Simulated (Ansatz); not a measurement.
An input for Ansatz 0.2.0 (SnSe2 (P-3m1)):

```yaml
crystal:
  lattice:
    - [3.811, 0.0, 0.0]
    - [-1.9055, 3.3004228138, 0.0]
    - [0.0, 0.0, 6.136]
  atoms:
    - { symbol: Sn, position: [0.0, 0.0, 0.0] }
    - { symbol: Se, position: [0.3333333333, 0.6666666667, 0.2614399677] }
    - { symbol: Se, position: [0.6666666667, 0.3333333333, 0.7385600323] }
kpoints:
  mp_grid: { grid: [6, 6, 4] }
hamiltonian:
  xc: pbe
  pseudopotentials: { kind: paw, azcp: { folder: soft_1 } }
scf:
  occupations: { method: fixed }
gw:
  n_empty_bands: 571
  ecut_chi: 220
  qp_bands: [v2, c2]
  qp_kpoints: band_edges
  screening: { model: contour_deformation }
```

```sh
ansatz run input.yaml --threads 2 --pin off --max-ram 92160MiB --backend cuda --events-out ev --progress --plain --runs-dir out --devices 1 --max-vram 13GiB
```

How long will it take on 1 × NVIDIA H100 80GB HBM3 (shared by 6 runs) with 2 threads of AMD EPYC 7R13 (Zen 3), shared host, and how much memory?

It took 2 min; on shared hardware allow 61 s to 4.1 min. Peak host memory was 3.0 GiB. The sizes that set the cost: 1485 plane waves a state, 24 irreducible k points, 594 bands summed, 573 plane waves in the screening and 8 SCF cycles.

The screening grows as filled bands × empty bands × pairs of k points, times the square of the screening basis for the matrix.

[Paths, hosts, dates, memory and timing lines, banners, echoed tables and standing remarks are left out of the program output.]

[Logs are printed without paths, hosts, clocks, repeated set-up lines and the standing remarks that a program may print on its own settings, such as how far it seeks lower states.]

[Runs of the session that timed out or met a known fault of the program may be left out.]

[Cells called generated may have been cut or substituted from an entry of the Crystallography Open Database or the Materials Project.]

[Hosts, paths, dates, database ids (printed as entryN), source tags and the programs' standing remarks are cut or masked in the printed files.]
